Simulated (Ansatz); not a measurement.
# 1T-HfO2 monolayer in a perpendicular field

What dipole does a perpendicular field induce in the 1T-HfO2 monolayer, and does the gap follow? A positive field points along +c.

Program: Ansatz 0.2.0. Level of theory: plane-wave DFT, PBE-D3(BJ), Ansatz PAW. Results are calculated unless marked as measured.

## Step 1: Set-up

The cell holds 3 atoms: 2 O and 1 Hf. Its edges and angles: a = 3.240 Å, b = 3.240 Å, c = 36.019 Å, α = 90.0°, β = 90.0°, γ = 120.0°. Vacuum lies along c.

## Step 2: Relaxation

The starting cell is a guess, so the in-plane lattice and the atoms are relaxed first, with the slab cut off from its images along the normal.

Input file input.yaml:

```yaml
crystal:
  lattice:
    - [3.24, 0.0, 0.0]
    - [-1.62, 2.8059223083, 0.0]
    - [0.0, 0.0, 36.018590874]
  atoms:
    - { symbol: O, position: [0.6666666667, 0.3333333333, 0.4650376262] }
    - { symbol: Hf, position: [0.0, 0.0, 0.5] }
    - { symbol: O, position: [0.3333333333, 0.6666666667, 0.5349623738] }
  periodic: [true, true, false]
kpoints:
  mp_grid: { grid: [12, 12, 1] }
hamiltonian:
  xc: pbe
  dispersion: d3bj
scf:
  occupations: { method: fermi_dirac, width: 0.05 }
  convergence: { dr2_threshold: 1.0e-09 }
relax:
  f_tol: 0.004
  max_steps: 90
  cell: {}
output:
  write_potential: true
  write_density: true
  volumetric_format: npy
```

On the command line:

```sh
> ansatz run input.yaml --threads 2 --pin off --max-ram 3072MiB --backend cpu --events-out ev --progress --plain --runs-dir out
```

Numbers of over 12 decimals in the logs are rounded to 6 here.

The log of the run:

```text
Warning: relax.cell: scf.convergence.dr2_threshold = 1e-9 eV is looser than the 1.91430159869e-10 eV advised for a relaxation that steers and ends on the stress (1e-10 eV for each atom of the cell: 3, times the square of relax.cell.stress_2d_tol = 0.05 N/m over 12.5 Å (the atoms' height at the walk's start and 5 Å past either face), 3.994e-2 GPa, over a crystal's default 0.05). What an SCF threshold leaves in a stress goes as its square root, and in the free energy as the threshold itself, and one threshold admits the most on a small cell: [figures from the program's tests cut] Set scf.convergence.dr2_threshold to 1.91430159869e-10 eV or tighter. [rest of the remark cut]
Engine: ansatz 0.2.0, aarch64-unknown-linux-gnu
Pseudopotentials: kind: paw
Pseudopotential: O, paw, valence charge 6, recommended cutoff 420 eV (normal), O.paw.azcp
Pseudopotential: Hf, paw, valence charge 26, recommended cutoff 420 eV (normal), Hf.paw.azcp
Functional definition: PBE
  parameter kappa = 0.804
  parameter beta = 0.066725
  exchange = pbe_x(kappa = kappa, mu = beta*pi^2/3)
  correlation = pbe_c(beta = beta)
Crystal: 3 atoms, lattice volume = 327.452 Å³
Basis set: ecut = 420 eV, 6517 PW (Γ), exchange–correlation on 48×48×486 points (8 copies of the dense FFT grid, shifted against one another)
Bands: 23, of which v1, the nominal top of the filled ones, is band 19 counted from 1 (18 counted from 0)
Symmetry: 12 space group operations
Space group: P-3m1 (ITA 164), of the structure as read, at distance tolerance 6.9e-5 Å
k-points: 19 of 144
Non-local potential: O, projectors of the file, l = 0: 2, l = 1: 2, l = 2: 1
Non-local potential: Hf, projectors of the file, l = 0: 3, l = 1: 2, l = 2: 2, l = 3: 3
PAW form: soft (Blöchl's): semilocal exchange-correlation on the pseudo side does not see the compensation charge
PAW one-centre angular grid: O, 110 points (default); XC on 64 Gauss nodes
PAW one-centre angular grid: Hf, 590 points (default); XC on 64 Gauss nodes
Initial density: superposition of atomic densities (neutral atoms: chi_scale 0, normalization atom), corrected by the library's trained network
Initial wavefunctions: pseudopotential atomic-orbital guess
Functional: x = pbe(κ = 0.804, μ = 0.219515), c = pbe(β = 0.066725)
SCF iter   1: F=—  HF=-16860.073002 eV  |F-HF|=—  |Δ(HF+E_count)|=         —  Δρ=1.77e-3  dr2=1.37e-2  ethr=1.77e-3  ⟨swp⟩=12.3  Hψ=3138  notcnv=0
preconditioner: auto → Resta (q_TF=auto, 1.905 Å⁻¹)  ε∞=1.5  [insulator: Δε(μ)=3.186 eV  Ē_g=17.059 eV  σ=0.050 eV  W_gap=1.00  n_scr=20 (ndim 8)  ℏωp=12.3 eV  f_vac=0.850  D(μ)=0.00/eV (n_scr^D=0)  ε∞_Penn≈1.5  vacuum switching on, ρ_ref=2.1e-2 e/Å³]
SCF iter   2: F=—  HF=-16860.073598 eV  |F-HF|=—  |Δ(HF+E_count)|=   5.96e-4  Δρ=1.75e-3  dr2=1.01e-2  ethr=3.62e-5  ⟨swp⟩=3.6  Hψ=1272  notcnv=0
SCF iter   3: F=—  HF=-16860.071734 eV  |F-HF|=—  |Δ(HF+E_count)|=   1.86e-3  Δρ=4.22e-4  dr2=4.99e-4  ethr=2.65e-5  ⟨swp⟩=2.9  Hψ=838  notcnv=0
SCF iter   4: F=—  HF=-16860.072306 eV  |F-HF|=—  |Δ(HF+E_count)|=   5.73e-4  Δρ=8.53e-5  dr2=1.73e-5  ethr=1.31e-6  ⟨swp⟩=3.6  Hψ=1079  notcnv=0
SCF iter   5: F=—  HF=-16860.072381 eV  |F-HF|=—  |Δ(HF+E_count)|=   7.44e-5  Δρ=1.43e-5  dr2=4.17e-7  ethr=4.54e-8  ⟨swp⟩=3.5  Hψ=904  notcnv=0
SCF iter   6: F=—  HF=-16860.072418 eV  |F-HF|=—  |Δ(HF+E_count)|=   3.74e-5  Δρ=3.58e-6  dr2=2.30e-8  ethr=1.10e-9  ⟨swp⟩=3.7  Hψ=1119  notcnv=0
SCF iter   7: F=—  HF=-16860.072418 eV  |F-HF|=—  |Δ(HF+E_count)|=   1.09e-7  Δρ=5.94e-7  dr2=7.86e-10  ethr=2.63e-12  ⟨swp⟩=11.9  Hψ=4834  notcnv=0
SCF iter   8: F=-16860.072418 eV  HF=-16860.072418 eV  |F-HF|=4.29e-10  |Δ(HF+E_count)|=   4.30e-9  Δρ=2.18e-7  dr2=1.18e-10  ethr=2.07e-12  ⟨swp⟩=11.1  Hψ=3409  notcnv=0
SCF 1 converged in 8 iterations: F = -16860.072418 eV  dr2 = 1.18e-10
  greatest PAW one-centre occupation: 0.999 electrons in one spin orbital (limit 2), on the Hf atom at site 1 (counted from 0), in its partial waves of l = 0
relax step   1: F+E_penalty+E_count = -16860.07241832 eV  Δ(F+E_penalty+E_count) = +0.000e0 eV  max|allowed force component| = 4.062e0 eV/Å  Δτ_max = 0.0000 Å  P = -7.568 N/m  Ω = 327.452 Å³  fix = [c, alpha, beta]  reactions: c -0.000 N/m  (8 SCF iters, accepted)
Crystal: 3 atoms, lattice volume = 326.380 Å³
Basis set: ecut = 420 eV, 6493 PW (Γ), exchange–correlation on 48×48×486 points (8 copies of the dense FFT grid, shifted against one another)
Initial density: handed on by an earlier stage of this run
Initial wavefunctions: those handed on with the density
iter 1 solved again at ethr=1.30e-3 eV; its pass at ethr=3.10e-3 eV (dr2=4.93e-1 eV) is discarded
SCF iter   1: F=—  HF=-16861.383445 eV  |F-HF|=—  |Δ(HF+E_count)|=         —  Δρ=1.17e-2  dr2=4.99e-1  ethr=1.30e-3  ⟨swp⟩=2.0  Hψ=3631  notcnv=0
preconditioner: auto → Resta (q_TF=auto, 1.906 Å⁻¹)  ε∞=1.5  [insulator: Δε(μ)=4.461 eV  Ē_g=17.694 eV  σ=0.050 eV  W_gap=1.00  n_scr=20 (ndim 8)  ℏωp=12.3 eV  f_vac=0.857  D(μ)=0.00/eV (n_scr^D=0)  ε∞_Penn≈1.5  vacuum switching on, ρ_ref=2.3e-2 e/Å³]
SCF iter   2: F=—  HF=-16861.196368 eV  |F-HF|=—  |Δ(HF+E_count)|=   1.87e-1  Δρ=3.33e-3  dr2=4.52e-2  ethr=1.30e-3  ⟨swp⟩=4.2  Hψ=1013  notcnv=0
SCF iter   3: F=—  HF=-16861.190583 eV  |F-HF|=—  |Δ(HF+E_count)|=   5.78e-3  Δρ=2.43e-3  dr2=1.72e-2  ethr=1.19e-4  ⟨swp⟩=3.9  Hψ=1084  notcnv=0
SCF iter   4: F=—  HF=-16861.186605 eV  |F-HF|=—  |Δ(HF+E_count)|=   3.98e-3  Δρ=7.77e-4  dr2=6.26e-4  ethr=4.54e-5  ⟨swp⟩=3.1  Hψ=936  notcnv=0
SCF iter   5: F=—  HF=-16861.186717 eV  |F-HF|=—  |Δ(HF+E_count)|=   1.12e-4  Δρ=2.09e-4  dr2=6.17e-5  ethr=1.65e-6  ⟨swp⟩=3.5  Hψ=1034  notcnv=0
SCF iter   6: F=—  HF=-16861.186750 eV  |F-HF|=—  |Δ(HF+E_count)|=   3.26e-5  Δρ=4.16e-5  dr2=3.20e-6  ethr=1.62e-7  ⟨swp⟩=3.4  Hψ=984  notcnv=0
SCF iter   7: F=—  HF=-16861.186793 eV  |F-HF|=—  |Δ(HF+E_count)|=   4.28e-5  Δρ=1.56e-5  dr2=4.38e-7  ethr=8.42e-9  ⟨swp⟩=3.4  Hψ=1097  notcnv=0
SCF iter   8: F=—  HF=-16861.186793 eV  |F-HF|=—  |Δ(HF+E_count)|=   3.19e-7  Δρ=2.43e-6  dr2=1.92e-8  ethr=1.15e-9  ⟨swp⟩=3.2  Hψ=1055  notcnv=0
SCF iter   9: F=—  HF=-16861.186793 eV  |F-HF|=—  |Δ(HF+E_count)|=  5.20e-10  Δρ=1.17e-6  dr2=2.65e-9  ethr=5.04e-11  ⟨swp⟩=3.6  Hψ=1042  notcnv=0
SCF iter  10: F=-16861.186793 eV  HF=-16861.186793 eV  |F-HF|=1.78e-10  |Δ(HF+E_count)|=  4.26e-10  Δρ=2.05e-7  dr2=9.03e-11  ethr=2.63e-12  ⟨swp⟩=12.2  Hψ=3690  notcnv=0
SCF 2 converged in 10 iterations: F = -16861.186793 eV  dr2 = 9.03e-11
  Residual-converged pass: ⟨swp⟩=1.1  Hψ=518  notcnv=0  max |occ|·‖R‖ = 7.0e-9 eV (tolerance 1.0e-8 eV)  dr2=9.03e-11  dr2_onsite=9.07e-12  max |Δocc| = 0.0e0
relax step   2: F+E_penalty+E_count = -16861.18679258 eV  Δ(F+E_penalty+E_count) = -1.114e0 eV  max|allowed force component| = 1.443e0 eV/Å  Δτ_max = 0.1949 Å  P = -3.003 N/m  Ω = 326.380 Å³  energy of the carried Pulay correction = +5.681e-4 eV  fix = [c, alpha, beta]  reactions: c -0.000 N/m  (10 SCF iters, accepted)
Crystal: 3 atoms, lattice volume = 324.219 Å³
Basis set: ecut = 420 eV, 6457 PW (Γ), exchange–correlation on 48×48×486 points (8 copies of the dense FFT grid, shifted against one another)
iter 1 solved again at ethr=4.72e-4 eV; its pass at ethr=3.10e-3 eV (dr2=1.80e-1 eV) is discarded
SCF iter   1: F=—  HF=-16861.379896 eV  |F-HF|=—  |Δ(HF+E_count)|=         —  Δρ=6.42e-3  dr2=1.86e-1  ethr=4.72e-4  ⟨swp⟩=2.3  Hψ=3051  notcnv=0
preconditioner: auto → Resta (q_TF=auto, 1.909 Å⁻¹)  ε∞=1.5  [insulator: Δε(μ)=5.043 eV  Ē_g=17.880 eV  σ=0.050 eV  W_gap=1.00  n_scr=20 (ndim 8)  ℏωp=12.4 eV  f_vac=0.861  D(μ)=0.00/eV (n_scr^D=0)  ε∞_Penn≈1.5  vacuum switching on, ρ_ref=2.3e-2 e/Å³]
SCF iter   2: F=—  HF=-16861.307105 eV  |F-HF|=—  |Δ(HF+E_count)|=   7.28e-2  Δρ=1.63e-3  dr2=1.18e-2  ethr=4.72e-4  ⟨swp⟩=4.8  Hψ=1036  notcnv=0  defer=1
SCF iter   3: F=—  HF=-16861.304530 eV  |F-HF|=—  |Δ(HF+E_count)|=   2.58e-3  Δρ=1.04e-3  dr2=3.04e-3  ethr=3.10e-5  ⟨swp⟩=3.5  Hψ=1094  notcnv=0
SCF iter   4: F=—  HF=-16861.303812 eV  |F-HF|=—  |Δ(HF+E_count)|=   7.18e-4  Δρ=3.41e-4  dr2=1.25e-4  ethr=8.00e-6  ⟨swp⟩=2.6  Hψ=790  notcnv=0
SCF iter   5: F=—  HF=-16861.303835 eV  |F-HF|=—  |Δ(HF+E_count)|=   2.26e-5  Δρ=1.08e-4  dr2=1.57e-5  ethr=3.29e-7  ⟨swp⟩=3.8  Hψ=1075  notcnv=0
SCF iter   6: F=—  HF=-16861.303818 eV  |F-HF|=—  |Δ(HF+E_count)|=   1.63e-5  Δρ=1.67e-5  dr2=5.45e-7  ethr=4.12e-8  ⟨swp⟩=3.3  Hψ=999  notcnv=0
SCF iter   7: F=—  HF=-16861.303853 eV  |F-HF|=—  |Δ(HF+E_count)|=   3.50e-5  Δρ=6.35e-6  dr2=1.15e-7  ethr=1.44e-9  ⟨swp⟩=3.7  Hψ=1189  notcnv=0
SCF iter   8: F=—  HF=-16861.303853 eV  |F-HF|=—  |Δ(HF+E_count)|=   7.10e-8  Δρ=2.17e-6  dr2=1.30e-8  ethr=3.02e-10  ⟨swp⟩=2.8  Hψ=922  notcnv=0
SCF iter   9: F=—  HF=-16861.303853 eV  |F-HF|=—  |Δ(HF+E_count)|=   3.50e-9  Δρ=5.96e-7  dr2=1.05e-9  ethr=3.42e-11  ⟨swp⟩=4.2  Hψ=1139  notcnv=0
SCF iter  10: F=-16861.303853 eV  HF=-16861.303853 eV  |F-HF|=1.06e-10  |Δ(HF+E_count)|=  3.97e-10  Δρ=8.34e-8  dr2=1.53e-11  ethr=2.63e-12  ⟨swp⟩=11.8  Hψ=3623  notcnv=0
SCF 3 converged in 10 iterations: F = -16861.303853 eV  dr2 = 1.53e-11
relax step   3: F+E_penalty+E_count = -16861.30385332 eV  Δ(F+E_penalty+E_count) = -1.171e-1 eV  max|allowed force component| = 4.070e-1 eV/Å  Δτ_max = 0.1053 Å  P = +2.333 N/m  Ω = 324.219 Å³  energy of the carried Pulay correction = +1.719e-3 eV  fix = [c, alpha, beta]  reactions: c +0.000 N/m  (10 SCF iters, accepted)
[...]
relax step   4: F+E_penalty+E_count = -16861.31487301 eV  Δ(F+E_penalty+E_count) = -1.102e-2 eV  max|allowed force component| = 3.350e-2 eV/Å  Δτ_max = 0.0159 Å  P = -0.135 N/m  Ω = 328.084 Å³  energy of the carried Pulay correction = -3.343e-4 eV  fix = [c, alpha, beta]  reactions: c -0.000 N/m  (8 SCF iters, accepted)
[...]
relax step   5: F+E_penalty+E_count = -16861.31502013 eV  Δ(F+E_penalty+E_count) = -1.471e-4 eV  max|allowed force component| = 1.268e-3 eV/Å  Δτ_max = 0.0015 Å  P = -0.004 N/m  Ω = 327.940 Å³  energy of the carried Pulay correction = -2.582e-4 eV  fix = [c, alpha, beta]  reactions: c -0.000 N/m  (6 SCF iters, accepted)
Initial wavefunctions: pseudopotential atomic-orbital guess (no wavefunctions were taken with the density)
iter 1 solved again at ethr=5.79e-8 eV; its pass at ethr=3.10e-3 eV (dr2=2.20e-5 eV) is discarded
SCF iter   1: F=—  HF=-16861.315109 eV  |F-HF|=—  |Δ(HF+E_count)|=         —  Δρ=9.66e-6  dr2=1.52e-8  ethr=5.79e-8  ⟨swp⟩=6.6  Hψ=5362  notcnv=0
preconditioner: auto → Resta (q_TF=auto, 1.905 Å⁻¹)  ε∞=1.5  [insulator: Δε(μ)=4.836 eV  Ē_g=17.688 eV  σ=0.050 eV  W_gap=1.00  n_scr=20 (ndim 8)  ℏωp=12.3 eV  f_vac=0.861  D(μ)=0.00/eV (n_scr^D=0)  ε∞_Penn≈1.5  vacuum switching on, ρ_ref=2.3e-2 e/Å³]
SCF iter   2: F=—  HF=-16861.315196 eV  |F-HF|=—  |Δ(HF+E_count)|=   8.68e-5  Δρ=4.95e-6  dr2=1.13e-8  ethr=4.01e-11  ⟨swp⟩=5.3  Hψ=1602  notcnv=0
SCF iter   3: F=—  HF=-16861.315221 eV  |F-HF|=—  |Δ(HF+E_count)|=   2.51e-5  Δρ=2.86e-6  dr2=1.76e-9  ethr=2.97e-11  ⟨swp⟩=3.3  Hψ=959  notcnv=0
SCF iter   4: F=-16861.315245 eV  HF=-16861.315238 eV  |F-HF|=6.85e-6  |Δ(HF+E_count)|=   1.67e-5  Δρ=1.13e-6  dr2=2.66e-10  ethr=2.63e-12  ⟨swp⟩=21.2  Hψ=4401  notcnv=0
SCF 6 converged in 4 iterations: F = -16861.315245 eV  dr2 = 2.66e-10
relax step   6: F+E_penalty+E_count = -16861.31524467 eV  Δ(F+E_penalty+E_count) = -2.245e-4 eV  max|allowed force component| = 1.221e-3 eV/Å  Δτ_max = 0.0000 Å  P = +0.011 N/m  Ω = 327.940 Å³  fix = [c, alpha, beta]  reactions: c +0.000 N/m  stress off target by 1.10e-2 N/m on what of the cell is left free  SCF on the basis re-selected at this cell (its energy is not comparable with the rows above)  (4 SCF iters)
basis re-selected at this cell: Δ(F+E_penalty+E_count) = -2.245e-4 eV, ΔP = +0.015 N/m vs the last step (what re-selecting the basis moved, of the pressure what is left beyond the Pulay correction that the steps carried, after the strain that the cell walked since its last selection, with what the two solves' SCF thresholds leave and, on support functions, any second-order correction that the steps lacked; it is no m [...]
WARN: The output density's exchange-correlation potential varies sharply where the density is thin. Do not read a vacuum level from v_tot or v_xc, or from such a field of the output density. On a cell that repeats whose density bears no net charge and no dipole along the vacuum's axis use v_es (v_loc + v_h of the components); under efield.dipole_correction with no amplitude use v_es + v_field, which holds any externa [...]
SCF converged after 4 iterations
Free energy (F): -16861.315245 eV
Harris-Foulkes:  -16861.315238 eV  (|F-HF|=6.85e-6)
Internal energy: -16861.315245 eV  (E = F + TS)
E sigma→0 (E₀):  -16861.315245 eV
Fermi energy:    -5.424931 eV
--- Per-component energies (eV) ---
  E_band       = -817.363621
  E_kinetic    = 770.138709
  E_local      = -123235.227659  (includes V_loc(G=0)·N_el)
  E_nonlocal   = -1147.055016
  E_hartree    = 60947.551502
  E_xc         = -447.072556
  E_vxc        = -453.720609  (∫ρ·V_xc dr)
  E_paw        = -7243.289673  (= ΣΔE_a)
  E_vpaw       = 1353.390879  (= ΣTr[D̂ρ^β])
  E_aug_tail   = 0.004923  (compensation charges beyond the density's cutoff)
  E_ewald      = 53493.955358
  E_disp       = -0.320833  (pairwise vdW)
  E_smearing   = -0.000000  (= −TS)
  E_closure    = 0.000000  (closes the sum)
  Σ components = -16861.315245   (vs F -16861.315245, Δ=0.00e0)
--- Forces (eV/Å), atoms counted from 1 ---
  atom   1  O      0.00000000     0.00000000     0.00122101
  atom   2  Hf     0.00000000    -0.00000000     0.00000000
  atom   3  O     -0.00000000    -0.00000000    -0.00122101
  max |Σ_I F_I| component: 4.63e-18 eV/Å
--- 2D stress c σ (N/m, compression-positive) ---
        0.011050       0.000000       0.000000
       -0.000000       0.011050       0.000000
        0.000000       0.000000       0.000000
  P = ½ c Tr σ = 0.0110 N/m
--- Band table (eV; the first three rows and the last of 19) ---
  k-point 0: bands = [... 15 lower, -11.0955, -8.4557, -8.0732, -8.0732, -2.7112, -2.7112, -2.3371, -0.5455]
  k-point 1: bands = [... 15 lower, -11.0134, -8.4275, -8.2970, -8.1755, -2.7219, -2.5456, -2.1230, -0.4768]
  k-point 2: bands = [... 15 lower, -10.8054, -9.0366, -8.4181, -8.1074, -2.7842, -2.1235, -1.6911, -0.3267]
  k-point 18: bands = [... 15 lower, -10.7144, -8.9602, -8.9602, -8.5223, -2.7746, -1.4492, -1.4492, 2.1783]
--- Relaxed structure (5 steps of the walk, 5 accepted, 1 SCFs on fresh bases) ---
  F+E_penalty+E_count = -16861.31524467 eV   max|allowed force component| = 1.221e-3 eV/Å   (the final SCF, on the basis selected at the relaxed cell)
  cell:  # Å, volume = 327.9400 Å³
    - [3.242414, 0, 0]
    - [-1.621207, 2.808013, 0]
    - [0, 0, 36.018590874]
  atoms:
    - { symbol: O, position: [0.666667, 0.333333, 0.472975] }
    - { symbol: Hf, position: [0, 0, 0.5] }
    - { symbol: O, position: [0.333333, 0.666667, 0.527025] }
```

Run time: 30 s. Hardware: 2 threads of Arm Neoverse V1, shared host; peak memory 0.6 GiB; 59 s of CPU time.

Relaxation path:

```csv
step,energy less that of the first step (eV),largest force component (eV/Å),volume (Å³)
1,0.0000,4.0618,327.45
2,-1.1144,1.4434,326.38
3,-1.2314,0.4070,324.22
4,-1.2425,0.0335,328.08
5,-1.2426,0.0013,327.94
6*,-1.2428,0.0012,327.94
```

Relaxation steps marked * repeat the geometry before them on a plane-wave basis chosen anew for their cell, so energy and pressure can jump there.

Forces are held to the 12 operations that the run works with; a distortion that breaks them can't arise in this run.

```csv
cell as run,before,after,change
a (Å),3.240,3.242,+0.1 %
b (Å),3.240,3.242,+0.1 %
```

The atoms that moved most (Å, along periodic axes as changes of fractional coordinates times the final cell, across vacuum about the mean position):

```csv
atom,dx,dy,dz,length
O1,0.000,0.000,0.286,0.286
O3,0.000,0.000,-0.286,0.286
```

Final coordinates:

```cif
data_structure
_symmetry_space_group_name_H-M 'P 1'
_symmetry_Int_Tables_number 1
_cell_length_a 3.2424
_cell_length_b 3.2424
_cell_length_c 36.0186
_cell_angle_alpha 90.000
_cell_angle_beta 90.000
_cell_angle_gamma 120.000
_cell_volume 327.94
loop_
_atom_site_label
_atom_site_type_symbol
_atom_site_fract_x
_atom_site_fract_y
_atom_site_fract_z
_atom_site_occupancy
O1 O 0.66667 0.33333 0.47297 1
Hf2 Hf 0.00000 0.00000 0.50000 1
O3 O 0.33333 0.66667 0.52703 1
```

Numbers from this step:

```
gap on the k-mesh : 4.836 eV
```

The lattice constant a goes from 3.240 to 3.242 Å.

(Continued in part 2 of 2.)

[Logs are printed without paths, hosts, clocks, repeated set-up lines and the standing remarks that a program may print on its own settings, such as how far it seeks lower states.]

[Hosts, paths, dates, database ids (printed as entryN), source tags and the programs' standing remarks are cut or masked in the printed files.]

[Maps of the electrostatic potential energy from Ansatz leave out the sawtooth potential of an applied field or a dipole correction, so their vacuum need not be flat; planar profiles and work functions include it.]
